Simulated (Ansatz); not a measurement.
An input for Ansatz 0.2.0 (InSe (P6_3/mmc)):

```yaml
crystal:
  lattice:
    - [4.0275, 0.0, 0.0]
    - [-2.01375, 3.487917, 0.0]
    - [0.0, 0.0, 16.795]
  atoms:
    - { symbol: In, position: [0.3333333333, 0.6666666667, 0.1668643278] }
    - { symbol: In, position: [0.6666666667, 0.3333333333, 0.6668643278] }
    - { symbol: In, position: [0.3333333333, 0.6666666667, 0.3331356722] }
    - { symbol: In, position: [0.6666666667, 0.3333333333, 0.8331356722] }
    - { symbol: Se, position: [0.3333333333, 0.6666666667, 0.590195682] }
    - { symbol: Se, position: [0.6666666667, 0.3333333333, 0.090195682] }
    - { symbol: Se, position: [0.3333333333, 0.6666666667, 0.909804318] }
    - { symbol: Se, position: [0.6666666667, 0.3333333333, 0.409804318] }
kpoints:
  mp_grid: { grid: [6, 6, 2] }
hamiltonian:
  xc: lda
  pseudopotentials: { kind: paw, azcp: { folder: soft_1 }, xc_functional: pbe }
scf:
  occupations: { method: fixed }
gw:
  n_empty_bands: 457
  ecut_chi: 90
  qp_bands: [v2, c2]
  qp_kpoints: band_edges
  screening: { model: contour_deformation }
```

```sh
ansatz run input.yaml --threads 24 --pin off --max-ram 82944MiB --backend cuda --events-out ev --progress --plain --runs-dir out --devices 1 --max-vram 78GiB
```

**Question.** Estimate wall time and host memory on 1 × NVIDIA GB200 (shared by 2 runs) with 24 threads of Arm Neoverse V2, shared host.

It took 20 s; on shared hardware allow 9.9 s to 40 s. Peak host memory was 2.5 GiB. The sizes that set the cost: 4653 plane waves a state, 14 irreducible k points, 515 bands summed, 451 plane waves in the screening and 10 SCF cycles.

The screening grows as filled bands × empty bands × pairs of k points, times the square of the screening basis for the matrix.

[Paths, hosts, dates, memory and timing lines, banners, echoed tables and standing remarks are left out of the program output.]

[Logs are printed without paths, hosts, clocks, repeated set-up lines and the standing remarks that a program may print on its own settings, such as how far it seeks lower states.]

[Runs of the session that timed out or met a known fault of the program may be left out.]

[Cells called generated may have been cut or substituted from an entry of the Crystallography Open Database or the Materials Project.]

[No measured gap is set beside runs whose start may be inverted or whose files or cutoffs have a known fault.]

[Hosts, paths, dates, database ids (printed as entryN), source tags and the programs' standing remarks are cut or masked in the printed files.]
